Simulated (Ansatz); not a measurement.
## Tc of Rb (Im-3m) from its phonons

Aim: the phonon-mediated transition temperature of Rb (Im-3m) at ambient pressure, over a range of μ*. The cell shown first is a relaxed one, from steps not shown here.

Program: Ansatz 0.2.0. Level of theory: DFT PBE, scalar-relativistic, plane waves, PAW. Results are calculated unless marked as measured.

### 1. The cell after earlier relaxation steps

It takes space group Im-3m (No. 229, cubic). Conventional cell: a = 5.672 Å, b = 5.672 Å, c = 5.672 Å, α = 90.00°, β = 90.00°, γ = 90.00°.

### 2. Electron–phonon run: q 2×2×2, k 6×6×6, scattering 8×8×8

The run that gives the couplings also evaluates McMillan's and Allen and Dynes's formulas and, where asked, the Eliashberg equations, over a range of μ*.

Input file input.yaml:

```yaml
crystal:
  lattice:
    - [-2.8361827509, 2.8361827509, 2.8361827509]
    - [2.8361827509, -2.8361827509, 2.8361827509]
    - [2.8361827509, 2.8361827509, -2.8361827509]
  atoms:
    - { symbol: Rb, position: [0.0, 0.0, 0.0] }
kpoints:
  mp_grid: { grid: [6, 6, 6] }
hamiltonian:
  xc: pbe
scf:
  occupations: { method: methfessel_paxton, width: 0.2 }
output:
  eigenvalues: true
phonons:
  method: dfpt
  qmesh: [2, 2, 2]
  temperatures: { t_max: 1000, t_step: 50 }
  qpath:
    path:
      - [[0.0, 0.0, 0.0], [0.5, -0.5, 0.5], [0.0, 0.0, 0.5], [0.0, 0.0, 0.0], [0.25, 0.25, 0.25], [0.5, -0.5, 0.5]]
      - [[0.25, 0.25, 0.25], [0.0, 0.0, 0.5]]
    npoints: 10
  electrical_resistivity:
    mesh: [8, 8, 8]
    temperatures: [20.0, 50.0, 80.0, 100.0, 150.0, 200.0, 273.0, 300.0, 400.0, 500.0, 600.0, 800.0]
  superconductivity: { mesh: [8, 8, 8] }
```

Command:

```
$ ansatz run input.yaml --threads 4 --pin off --max-ram 10240MiB --backend cpu --events-out ev --progress --plain --runs-dir out
```

Numbers of over 12 decimals in the logs are rounded to 6 here.

The log of the run:

```text
Engine: ansatz 0.2.0, x86_64-unknown-linux-gnu
Pseudopotentials: kind: paw
Pseudopotential: Rb, paw, valence charge 9, recommended cutoff 420 eV (normal), Rb.paw.azcp
Functional definition: PBE
  parameter kappa = 0.804
  parameter beta = 0.066725
  exchange = pbe_x(kappa = kappa, mu = beta*pi^2/3)
  correlation = pbe_c(beta = beta)
Crystal: 1 atoms, lattice volume = 91.256 Å³
Basis set: ecut = 420 eV, 1745 PW (Γ), exchange–correlation on 72×72×72 points (8 copies of the dense FFT grid, shifted against one another)
Bands: 9, of which v1, the nominal top of the filled ones, is band 5 counted from 1 (4 counted from 0)
Symmetry: 48 space group operations
k-points: 16 of 216
Non-local potential: Rb, projectors of the file, l = 0: 3, l = 1: 2, l = 2: 2
PAW form: soft (Blöchl's): semilocal exchange-correlation on the pseudo side does not see the compensation charge
PAW one-centre angular grid: Rb, 110 points (default); XC on 64 Gauss nodes
Initial density: superposition of atomic densities (neutral atoms: chi_scale 0, normalization atom), corrected by the library's trained network
Initial wavefunctions: pseudopotential atomic-orbital guess
Functional: x = pbe(κ = 0.804, μ = 0.219515), c = pbe(β = 0.066725)
SCF iter   1: F=—  HF=-3267.336639 eV  |F-HF|=—  |Δ(HF+E_count)|=         —  Δρ=1.28e-4  dr2=6.46e-6  ethr=1.77e-3  ⟨swp⟩=7.1  Hψ=1159  notcnv=0
preconditioner: auto → none  [insulator: Δε(μ)=0.228 eV  Ē_g=3.637 eV  σ=0.200 eV  W_gap=0.59  n_scr=12 (ndim 8)  ℏωp=3.9 eV  f_vac=0.000  D(μ)=1.88/eV (n_scr^D=12)  ε∞_Penn≈2.1]
SCF iter   2: F=—  HF=-3267.337196 eV  |F-HF|=—  |Δ(HF+E_count)|=   5.57e-4  S|Δr|=    0.00e0  Δρ=8.32e-5  dr2=5.87e-6  ethr=7.18e-8  ⟨swp⟩=3.9  Hψ=449  notcnv=0
SCF iter   3: F=—  HF=-3267.337193 eV  |F-HF|=—  |Δ(HF+E_count)|=   3.02e-6  S|Δr|=    0.00e0  Δρ=3.34e-5  dr2=7.03e-7  ethr=6.52e-8  ⟨swp⟩=2.5  Hψ=218  notcnv=0
SCF iter   4: F=—  HF=-3267.337193 eV  |F-HF|=—  |Δ(HF+E_count)|=   1.91e-7  S|Δr|=    0.00e0  Δρ=6.33e-6  dr2=2.84e-8  ethr=7.81e-9  ⟨swp⟩=2.0  Hψ=202  notcnv=0
SCF iter   5: F=—  HF=-3267.337193 eV  |F-HF|=—  |Δ(HF+E_count)|=   9.74e-9  S|Δr|=    0.00e0  Δρ=1.64e-6  dr2=2.19e-9  ethr=3.16e-10  ⟨swp⟩=2.1  Hψ=213  notcnv=0
SCF iter   6: F=—  HF=-3267.337193 eV  |F-HF|=—  |Δ(HF+E_count)|=   1.04e-9  S|Δr|=    0.00e0  Δρ=3.80e-7  dr2=1.35e-10  ethr=2.44e-11  ⟨swp⟩=2.5  Hψ=203  notcnv=0
SCF iter   7: F=—  HF=-3267.337193 eV  |F-HF|=—  |Δ(HF+E_count)|=  9.09e-13  S|Δr|=    0.00e0  Δρ=1.82e-7  dr2=3.17e-11  ethr=1.49e-12  ⟨swp⟩=1.0  Hψ=142  notcnv=0
SCF iter   8: F=-3267.337193 eV  HF=-3267.337193 eV  |F-HF|=4.55e-13  |Δ(HF+E_count)|=  1.36e-12  S|Δr|=    0.00e0  Δρ=4.28e-8  dr2=1.69e-12  ethr=1.00e-12  ⟨swp⟩=6.3  Hψ=602  notcnv=0
SCF 1 converged in 8 iterations: F = -3267.337193 eV  dr2 = 1.69e-12
  greatest PAW one-centre occupation: 0.975 electrons in one spin orbital (limit 2), on the Rb atom at site 0 (counted from 0), in its partial waves of l = 0
NSCF: frozen V_eff on 16 k-points
NSCF: frozen V_eff on 30 k-points
DFPT response loops at q = (0, 0, 0) (fractional): preconditioner auto → Kerker (q_TF=auto, 1.854 Å⁻¹) (partly filled bands, converged f_vac=0.000); β = 1.00, the filter's whole step (`scf.mixing.beta` (0.50) is not read by the response loops under this deck's `scf.mixing.preconditioner`; to damp them name `kerker` or `kerker_dos`, under which they read `scf.mixing.beta`, and type it under 1.00, their step now; both keys bind the ground state too); Broyden in place of MSR1
NSCF: frozen V_eff on 136 k-points
DFPT response loops at q = (0, 0, -0.5) (fractional): mixed as the last ones told, above
NSCF: frozen V_eff on 60 k-points
DFPT response loops at q = (-0.5, -0.5, -0.5) (fractional): mixed as the last ones told, above
SCF iter   1: F=—  HF=-3267.336639 eV  |F-HF|=—  |Δ(HF+E_count)|=         —  Δρ=1.28e-4  dr2=6.46e-6  ethr=1.77e-3  ⟨swp⟩=7.1  Hψ=1159  notcnv=0
SCF iter   2: F=—  HF=-3267.337196 eV  |F-HF|=—  |Δ(HF+E_count)|=   5.57e-4  S|Δr|=    0.00e0  Δρ=8.32e-5  dr2=5.87e-6  ethr=7.18e-8  ⟨swp⟩=3.9  Hψ=449  notcnv=0
SCF iter   3: F=—  HF=-3267.337193 eV  |F-HF|=—  |Δ(HF+E_count)|=   3.02e-6  S|Δr|=    0.00e0  Δρ=3.34e-5  dr2=7.03e-7  ethr=6.52e-8  ⟨swp⟩=2.5  Hψ=218  notcnv=0
SCF iter   4: F=—  HF=-3267.337193 eV  |F-HF|=—  |Δ(HF+E_count)|=   1.91e-7  S|Δr|=    0.00e0  Δρ=6.33e-6  dr2=2.84e-8  ethr=7.81e-9  ⟨swp⟩=2.0  Hψ=202  notcnv=0
SCF iter   5: F=—  HF=-3267.337193 eV  |F-HF|=—  |Δ(HF+E_count)|=   9.74e-9  S|Δr|=    0.00e0  Δρ=1.64e-6  dr2=2.19e-9  ethr=3.16e-10  ⟨swp⟩=2.1  Hψ=213  notcnv=0
SCF iter   6: F=—  HF=-3267.337193 eV  |F-HF|=—  |Δ(HF+E_count)|=   1.04e-9  S|Δr|=    0.00e0  Δρ=3.80e-7  dr2=1.35e-10  ethr=2.44e-11  ⟨swp⟩=2.5  Hψ=203  notcnv=0
SCF iter   7: F=—  HF=-3267.337193 eV  |F-HF|=—  |Δ(HF+E_count)|=  9.09e-13  S|Δr|=    0.00e0  Δρ=1.82e-7  dr2=3.17e-11  ethr=1.49e-12  ⟨swp⟩=1.0  Hψ=142  notcnv=0
SCF iter   8: F=-3267.337193 eV  HF=-3267.337193 eV  |F-HF|=4.55e-13  |Δ(HF+E_count)|=  1.36e-12  S|Δr|=    0.00e0  Δρ=4.35e-8  dr2=1.70e-12  ethr=1.00e-12  ⟨swp⟩=2.0  Hψ=280  notcnv=0
SCF 2 converged in 8 iterations: F = -3267.337193 eV  dr2 = 1.70e-12
NSCF: frozen V_eff on 29 k-points
SCF converged after 8 iterations
Stability not checked: this state was not tested for a lower state beside it, because cold or Methfessel-Paxton smearing, or corrected tetrahedra, fill the levels in a way that the test cannot read (fill_not_monotonic; see scf.lower_state_search)
Free energy (F): -3267.337193 eV
Harris-Foulkes:  -3267.337193 eV  (|F-HF|=4.55e-13)
Internal energy: -3267.327431 eV  (E = F + TS)
E sigma→0 (E₀):  -3267.334752 eV
Entropy (-TS):   -0.009762 eV (-9.762 meV/atom)
Fermi energy:    1.942585 eV
--- Per-component energies (eV) ---
  E_band       = -119.034088
  E_kinetic    = 190.768567
  E_local      = -709.237109  (includes V_loc(G=0)·N_el)
  E_nonlocal   = 173.573214
  E_hartree    = 198.992389
  E_xc         = -129.250334
  E_vxc        = -135.151271  (∫ρ·V_xc dr)
  E_paw        = -2618.018315  (= ΣΔE_a)
  E_vpaw       = -36.972289  (= ΣTr[D̂ρ^β])
  E_aug_tail   = -0.000001  (compensation charges beyond the density's cutoff)
  E_ewald      = -374.155843
  E_smearing   = -0.009762  (= −TS)
  E_closure    = 0.000000  (closes the sum)
  Σ components = -3267.337193   (vs F -3267.337193, Δ=0.00e0)
--- Band table (eV; the first three rows and the last of 16) ---
  k-point 0: bands = ["-26.9710", "-11.0137", "-11.0137", "-11.0137", "-0.0369", "5.6063", "5.6063", "5.6063", "6.5381"]
  k-point 1: bands = ["-26.9699", "-11.0378", "-11.0217", "-11.0137", "0.2856", "5.0162", "5.2259", "5.9039", "6.2764"]
[...]
mean free path at 20 K (of a tensor a third of its trace): 345 nm by what each carries, 295 by the Fermi surface alone
  Hall coefficient in a weak field at 20 K (a third of the trace): -5.342e-10 m³/C (as a tensor it moves by 23.4 % between the two finest meshes); by each state's relaxation time: -5.706e-10 m³/C; by a constant relaxation time: -5.375e-10 m³/C
  mean free path at 50 K (of a tensor a third of its trace): 97.8 nm by what each carries, 90.6 by the Fermi surface alone
  Hall coefficient in a weak field at 50 K (a third of the trace): -5.315e-10 m³/C (as a tensor it moves by 16.1 % between the two finest meshes); by each state's relaxation time: -5.431e-10 m³/C; by a constant relaxation time: -5.374e-10 m³/C
  mean free path at 80 K (of a tensor a third of its trace): 58.8 nm by what each carries, 54.9 by the Fermi surface alone
  Hall coefficient in a weak field at 80 K (a third of the trace): -5.312e-10 m³/C (as a tensor it moves by 15.0 % between the two finest meshes); by each state's relaxation time: -5.407e-10 m³/C; by a constant relaxation time: -5.367e-10 m³/C
  mean free path at 100 K (of a tensor a third of its trace): 46.7 nm by what each carries, 43.6 by the Fermi surface alone
  Hall coefficient in a weak field at 100 K (a third of the trace): -5.310e-10 m³/C (as a tensor it moves by 14.7 % between the two finest meshes); by each state's relaxation time: -5.401e-10 m³/C; by a constant relaxation time: -5.364e-10 m³/C
  mean free path at 150 K (of a tensor a third of its trace): 30.9 nm by what each carries, 28.8 by the Fermi surface alone
  Hall coefficient in a weak field at 150 K (a third of the trace): -5.307e-10 m³/C (as a tensor it moves by 13.9 % between the two finest meshes); by each state's relaxation time: -5.394e-10 m³/C; by a constant relaxation time: -5.359e-10 m³/C
  mean free path at 200 K (of a tensor a third of its trace): 23.1 nm by what each carries, 21.6 by the Fermi surface alone
  Hall coefficient in a weak field at 200 K (a third of the trace): -5.306e-10 m³/C (as a tensor it moves by 13.4 % between the two finest meshes); by each state's relaxation time: -5.392e-10 m³/C; by a constant relaxation time: -5.357e-10 m³/C
  mean free path at 273 K (of a tensor a third of its trace): 16.9 nm by what each carries, 15.8 by the Fermi surface alone
  Hall coefficient in a weak field at 273 K (a third of the trace): -5.308e-10 m³/C (as a tensor it moves by 12.9 % between the two finest meshes); by each state's relaxation time: -5.393e-10 m³/C; by a constant relaxation time: -5.356e-10 m³/C
  mean free path at 300 K (of a tensor a third of its trace): 15.4 nm by what each carries, 14.3 by the Fermi surface alone
  Hall coefficient in a weak field at 300 K (a third of the trace): -5.308e-10 m³/C (as a tensor it moves by 12.8 % between the two finest meshes); by each state's relaxation time: -5.394e-10 m³/C; by a constant relaxation time: -5.356e-10 m³/C
  mean free path at 400 K (of a tensor a third of its trace): 11.5 nm by what each carries, 10.7 by the Fermi surface alone
  Hall coefficient in a weak field at 400 K (a third of the trace): -5.311e-10 m³/C (as a tensor it moves by 12.6 % between the two finest meshes); by each state's relaxation time: -5.398e-10 m³/C; by a constant relaxation time: -5.355e-10 m³/C
  mean free path at 500 K (of a tensor a third of its trace): 9.20 nm by what each carries, 8.58 by the Fermi surface alone
  Hall coefficient in a weak field at 500 K (a third of the trace): -5.314e-10 m³/C (as a tensor it moves by 12.4 % between the two finest meshes); by each state's relaxation time: -5.402e-10 m³/C; by a constant relaxation time: -5.353e-10 m³/C
  mean free path at 600 K (of a tensor a third of its trace): 7.67 nm by what each carries, 7.13 by the Fermi surface alone
  Hall coefficient in a weak field at 600 K (a third of the trace): -5.314e-10 m³/C (as a tensor it moves by 12.5 % between the two finest meshes); by each state's relaxation time: -5.406e-10 m³/C; by a constant relaxation time: -5.350e-10 m³/C
  mean free path at 800 K (of a tensor a third of its trace): 5.77 nm by what each carries, 5.33 by the Fermi surface alone
  Hall coefficient in a weak field at 800 K (a third of the trace): -5.305e-10 m³/C (as a tensor it moves by 12.4 % between the two finest meshes); by each state's relaxation time: -5.411e-10 m³/C; by a constant relaxation time: -5.339e-10 m³/C
  the resistivity times a path that all electrons share, by the Fermi surface of the deck's mesh alone (a third of the trace): 2.584e-15 Ω·m²
  not converged in the mesh (λ; λ_tr; the resistivity at 20 K by 57.30 %; the resistivity at 50 K by 49.41 %; the resistivity at 80 K by 48.35 %; the resistivity at 100 K by 47.84 %; the resistivity at 150 K by 46.19 %; the resistivity at 200 K by 45.55 %; the resistivity at 273 K by 45.30 %; the resistivity at 300 K by 44.29 %; the resistivity at 400 K by 45.37 %; the resistivity at 500 K by 45.61 %; the resistivity [...]
  vibrations of 8 cells: unjudged by the run; compare a larger repeat
  the changes of the potential over all sites missed a rigid shift's by 0.00 % (the site terms' by 0.26 %)
  between the force constants' wavevectors the phonons are obtained by Fourier interpolation alone: along a vector of fewer than three repeats the shortest translation of the supercell is 9.825 Å, and under 12.281 Å the phonon self-energy is left out by default: enlarge phonons.supercell (under dfpt, phonons.qmesh)
--- Superconductivity: potentials and phonons of a 2×2×2 supercell ---
           mesh         λ    ħω_log (meV)  μ* declared at (meV)
          8×8×8    0.2128           2.624                3.625
          4×4×4    0.2772           2.061                3.377
  λ by the species' shares of the modes' patterns: Rb 0.2128
  with the Fermi level up to 5.8 meV (the hardest mode) off, states and modes as they are: density of states 0.4631 to 0.4651 /eV of one spin and cell, λ 0.2127 to 0.2129
  transition temperature on the deck's mesh (K), isotropic and anisotropic, restricted to the Fermi surface (FSR) and over the full bandwidth (FBW), and the last with the density of states resolved in a narrower window:
        μ*   McMillan   Allen–Dynes      iso. FSR      iso. FBW    aniso. FSR    aniso. FBW  narrow window
      0.08      0.001         0.001    none_found    none_found    none_found    none_found     none_found
      0.10      0.000         0.000    none_found    none_found    none_found    none_found     none_found
      0.12      0.000         0.000    none_found    none_found    none_found    none_found     none_found
      0.13      0.000         0.000    none_found    none_found    none_found    none_found     none_found
      0.14      0.000         0.000    none_found    none_found    none_found    none_found     none_found
      0.16      0.000         0.000    none_found    none_found    none_found    none_found     none_found
      0.20          -             -    none_found    none_found    none_found    none_found     none_found
  none_found: no transition down to 0.1 K
  isotope coefficients −∂ln Tc/∂ln M under μ* = 0.13, the force constants as they are, of the isotropic transitions restricted to the Fermi surface and over the full bandwidth: Rb - and -
  not converged in the mesh (λ): between neighbouring meshes, the two finest first, λ moves by 30.25 % and the anisotropic transition temperature over the full bandwidth at μ* = 0.13 by nothing (neither mesh has one); converged means that the two finest part by at most 2.00 % and 5.00 %
  vibrations of 8 cells: unjudged by the run; compare a larger repeat
  the changes of the potential over all sites missed a rigid shift's by 0.00 % (the site terms' by 0.26 %)
  between the force constants' wavevectors the phonons are obtained by Fourier interpolation alone: along a vector of fewer than three repeats the shortest translation of the supercell is 9.825 Å, and under 12.281 Å the phonon self-energy is left out by default: enlarge phonons.supercell (under dfpt, phonons.qmesh)
```

Elapsed: 8.7 s, on 4 threads of Intel Xeon Platinum 8559C (Emerald Rapids), shared host; peak memory 0.69 GiB; 26 s of CPU time.

This step gave:

* volume per atom: 91.26 Å³
* metallic on mesh: yes
* gap on the k-mesh: 0 eV
* zero point energy: 0.005529 eV/cell
* share of imaginary modes in the plain interpolation between solved wavevectors: 0
* highest frequency, solved or plainly interpolated: 46.7 cm⁻¹
* Debye temperature (second moment): 59 K
* resistivity at 300 K: 18.02 μΩ cm
* coupling constant λ: 0.2128
* density of states at the Fermi level: 0.4641 states/eV a spin and cell
* log mean phonon energy ħω_log: 2.624 meV
* transport coupling constant λ_tr: 0.217, 0.217, 0.217 (xx, yy, zz)
* Drude plasma energy: 3.706, 3.706, 3.706 eV (xx, yy, zz)
* resistivity times mean free path: 25.84, 25.84, 25.84 × 10⁻¹⁶ Ω m² (xx, yy, zz)
* second-moment phonon energy ħω₂: 3.625 meV
* coupling λ by branch: 0.0893, 0.0303, 0.0933 (branches by rank of frequency)

An empty cell: under 1 mK by a formula, or no transition down to the floor of the Eliashberg search. Transition temperatures:

```tsv
μ*	McMillan Tc (K)	Allen–Dynes Tc (K)
0.08	-	-
0.1	-	-
0.12	-	-
0.13	-	-
0.14	-	-
0.16	-	-
0.2	-	-
```

[end of part 1 of 2]

[Logs are printed without paths, hosts, clocks, repeated set-up lines and the standing remarks that a program may print on its own settings, such as how far it seeks lower states.]

[Hosts, paths, dates, database ids (printed as entryN), source tags and the programs' standing remarks are cut or masked in the printed files.]
